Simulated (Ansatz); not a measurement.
# Decaying states in the gap of Cs2KNa2Cl5, part 2 of 2

Wanted: the relaxed cell of Cs2KNa2Cl5, its band edges and its decay constants. It is built by putting Cs for part of the Na in the KNa4Cl5 structure of space group R-3m, with the volume rescaled by atomic radii. The parent structure comes from the Materials Project.

Ansatz 0.2.0; LDA DFT, plane waves, PAW files (the session's first sound run).

So far, gap on the k-mesh (eV): step 3 (band edges, LDA) 4.50; step 4 (complex bands, plane (001), LDA) 4.50; step 6 (LDA JTH, cutoff 1440 eV) 4.49.

The structure was built from a prototype and need not be the compound's stable phase.

### 7. Complex bands at another level

This step: LDA DFT, plane waves, JTH PAW files; complex bands by layer matching along the plane's normal (Ansatz 0.2.0).

The complex bands at that level, over its own gap, at (0, 0) and (0.5, 0).

input.yaml reads:

```yaml
crystal:
  lattice:
    - [4.244359999, 0.0, 0.0]
    - [2.122179999, 3.675723582, 0.0]
    - [2.122179999, 1.225241194, 18.073348212]
  atoms:
    - { symbol: K, position: [0.0, 0.0, 0.0] }
    - { symbol: Cs, position: [0.5931318217, 0.5931318217, 0.2206045349] }
    - { symbol: Na, position: [0.1928512565, 0.1928512565, 0.4214462305] }
    - { symbol: Na, position: [0.8071487435, 0.8071487435, 0.5785537695] }
    - { symbol: Cs, position: [0.4068681783, 0.4068681783, 0.7793954651] }
    - { symbol: Cl, position: [0.6994076554, 0.6994076554, 0.9017770338] }
    - { symbol: Cl, position: [0.5, 0.5, 0.5] }
    - { symbol: Cl, position: [0.1143329167, 0.1143329167, 0.6570012499] }
    - { symbol: Cl, position: [0.3005923446, 0.3005923446, 0.0982229662] }
    - { symbol: Cl, position: [0.8856670833, 0.8856670833, 0.3429987501] }
kpoints:
  mp_grid: { grid: [6, 6, 6] }
scf:
  occupations: { method: fixed }
hamiltonian:
  xc: lda
  pseudopotentials: { kind: paw, source: jth }
output:
  eigenvalues: true
  transmission:
    leads: [[0, 0]]
    kpoints: [[0.0, 0.0], [0.5, 0.0]]
    e_range: [-1.0, 5.49]
    de: 0.11
```

The run is started by

```bash
ansatz run input.yaml --threads 2 --pin off --max-ram 4096MiB --backend cpu --events-out ev --progress --plain --runs-dir out
```

The job ended after 0.58 s (2 threads of Arm Neoverse V1, shared host; peak memory 0.34 GiB).

The program refused the input before any cycle.

The program's message: “Error: memory limit exceeded: the `transmission` phase of `transmission` needs 8.04 GiB against the run's memory maximum of 4.00 GiB; largest carriers: transmission 7.47 GiB, unmodelled-tail allowance …”

### 8. A check of the settings

This step: LDA DFT, plane waves, PAW files; complex bands by layer matching along the plane's normal; changed: hamiltonian.dispersion = "d3bj", hamiltonian.pseudopotentials = {"kind": "paw", "source": "ansatz"} (Ansatz 0.2.0).

This run repeats an earlier one, its twin (the complex run, plane (001)), with three settings changed (hamiltonian.dispersion, hamiltonian.pseudopotentials.kind, hamiltonian.pseudopotentials.source; files written aside). It is meant to test that a pairwise dispersion term, which adds to the energy and not to the potential, leaves the transmission of fixed atoms as it is and how much rests on the atomic datasets. Where the input is shown as a difference, that is against the step before, not the twin.

input.yaml, as its differences from that of step 7:

```diff
@@ -22,3 +22,4 @@
   xc: lda
-  pseudopotentials: { kind: paw, source: jth }
+  dispersion: d3bj
+  pseudopotentials: { kind: paw, source: ansatz }
 output:
@@ -28,3 +29,3 @@
     kpoints: [[0.0, 0.0], [0.5, 0.0]]
-    e_range: [-1.0, 5.49]
+    e_range: [-1.0, 5.5]
     de: 0.11
```

Run time: 2.9 min. Hardware: 2 threads; peak memory 1.5 GiB.

This step gave:

```yaml
free_energy: -20720.9212 eV
fermi_energy: 2.151 eV
gap_on_the_k_mesh: 4.502 eV
decay_constant_at_the_filling_level_zone_centre: 0.3637 Å⁻¹
decay_constant_at_the_filling_level_slowest_listed_point: 0.3637 Å⁻¹
```

K parallel (0, 0); values up to 0.9971 1/Å, a degenerate pair printed once or twice; energies at which all values exceed this have no row. Im kz of the slowest decaying states against energy, zero at the highest filled level on the SCF mesh:

| energy (eV) | decay 1 (Å⁻¹) | decay 2 (Å⁻¹) | decay 3 (Å⁻¹) | decay 4 (Å⁻¹) |
| --- | --- | --- | --- | --- |
| -1.00 | 0.474 | - | - | - |
| -0.78 | 0.0352 | 0.288 | - | - |
| -0.45 | 0.0701 | - | - | - |
| -0.23 | 0.115 | 0.139 | - | - |
| -0.01 | 0.384 | 0.995 | - | - |
| 0.32 | 0.231 | 0.525 | 0.973 | - |
| 0.54 | 0.277 | 0.582 | 0.957 | - |
| 0.87 | 0.320 | 0.641 | 0.934 | - |
| 1.09 | 0.338 | 0.670 | 0.918 | - |
| 1.31 | 0.352 | 0.692 | 0.901 | - |
| 1.64 | 0.363 | 0.716 | 0.875 | - |
| 1.86 | 0.367 | 0.728 | 0.858 | - |
| 2.08 | 0.367 | 0.736 | 0.839 | - |
| 2.41 | 0.361 | 0.744 | 0.811 | - |
| 2.63 | 0.354 | 0.746 | 0.791 | - |
| 2.85 | 0.343 | 0.746 | 0.770 | - |
| 3.18 | 0.322 | 0.737 | 0.743 | - |
| 3.40 | 0.302 | 0.714 | 0.739 | 0.987 |
| 3.62 | 0.278 | 0.690 | 0.733 | 0.970 |
| 3.95 | 0.230 | 0.650 | 0.720 | 0.939 |
| 4.17 | 0.184 | 0.622 | 0.710 | 0.916 |
| 4.50 | 0.0158 | 0.574 | 0.692 | 0.88 |
| 4.72 | 0.537 | 0.677 | 0.855 | 0.874 |
| 4.94 | 0.495 | 0.661 | 0.830 | 0.852 |
| 5.27 | 0.0775 | 0.415 | 0.633 | 0.791 |
| 5.49 | 0.0938 | 0.333 | 0.611 | 0.763 |

K parallel (0.5, 0); values up to 0.9971 1/Å, a degenerate pair printed once or twice; energies at which all values exceed this have no row. Im kz of the slowest decaying states against energy, zero at the highest filled level on the SCF mesh:

| energy (eV) | decay 1 (Å⁻¹) | decay 2 (Å⁻¹) | decay 3 (Å⁻¹) | decay 4 (Å⁻¹) |
| --- | --- | --- | --- | --- |
| -1.00 | 0.0808 | 0.248 | 0.973 | - |
| -0.78 | 0.0259 | 0.0529 | 0.961 | - |
| -0.45 | 0.0282 | 0.0528 | 0.179 | 0.941 |
| -0.23 | 0.181 | 0.261 | 0.927 | - |
| -0.01 | 0.282 | 0.282 | 0.407 | 0.913 |
| 0.32 | 0.362 | 0.390 | 0.523 | 0.890 |
| 0.54 | 0.400 | 0.432 | 0.575 | 0.874 |
| 0.87 | 0.441 | 0.477 | 0.633 | 0.851 |
| 1.09 | 0.462 | 0.500 | 0.663 | 0.834 |
| 1.31 | 0.479 | 0.517 | 0.687 | 0.818 |
| 1.64 | 0.498 | 0.537 | 0.717 | 0.794 |
| 1.86 | 0.506 | 0.546 | 0.732 | 0.777 |
| 2.08 | 0.512 | 0.553 | 0.745 | 0.761 |
| 2.41 | 0.514 | 0.560 | 0.736 | 0.761 |
| 2.63 | 0.513 | 0.562 | 0.720 | 0.769 |
| 2.85 | 0.508 | 0.562 | 0.704 | 0.775 |
| 3.18 | 0.493 | 0.560 | 0.681 | 0.781 |
| 3.40 | 0.479 | 0.557 | 0.667 | 0.783 |
| 3.62 | 0.459 | 0.553 | 0.653 | 0.784 |
| 3.95 | 0.418 | 0.544 | 0.632 | 0.782 |
| 4.17 | 0.381 | 0.537 | 0.619 | 0.780 |
| 4.50 | 0.298 | 0.524 | 0.600 | 0.774 |
| 4.72 | 0.195 | 0.513 | 0.587 | 0.768 |
| 4.94 | 0.0983 | 0.501 | 0.573 | 0.761 |
| 5.27 | 0.213 | 0.478 | 0.551 | 0.749 |
| 5.49 | 0.249 | 0.461 | 0.536 | 0.739 |

The least decay constant is 0.364 Å⁻¹ against 0.364 Å⁻¹ in the twin: no change within 1 %, at 3.9 times the CPU time.

### 9. Results

| Property | Result |
| --- | --- |
| band gap | 4.50 eV |
| least decay constant at mid-gap, normal to (001) | 0.364 Å⁻¹ |
| least decay constant on a mesh, normal to (001) | 0.364 Å⁻¹ |

In words: With LDA, the slowest decay at the wavevectors tried is κ = 0.364 Å⁻¹, normal to (001). Through such a film the transmission near mid-gap falls as exp(−2κd), a factor of ten every 3.2 Å. A free electron under a barrier of half the gap would need a mass of 0.22 mₑ to decay at this rate. The compound is made up by substitution; its stability against other phases and against distortions of the cell's symmetry was not tested. A semilocal functional narrows gaps, so real decay constants are likely larger.

[Logs are printed without paths, hosts, clocks, repeated set-up lines and the standing remarks that a program may print on its own settings, such as how far it seeks lower states.]

[Hosts, paths, dates, database ids (printed as entryN), source tags and the programs' standing remarks are cut or masked in the printed files.]
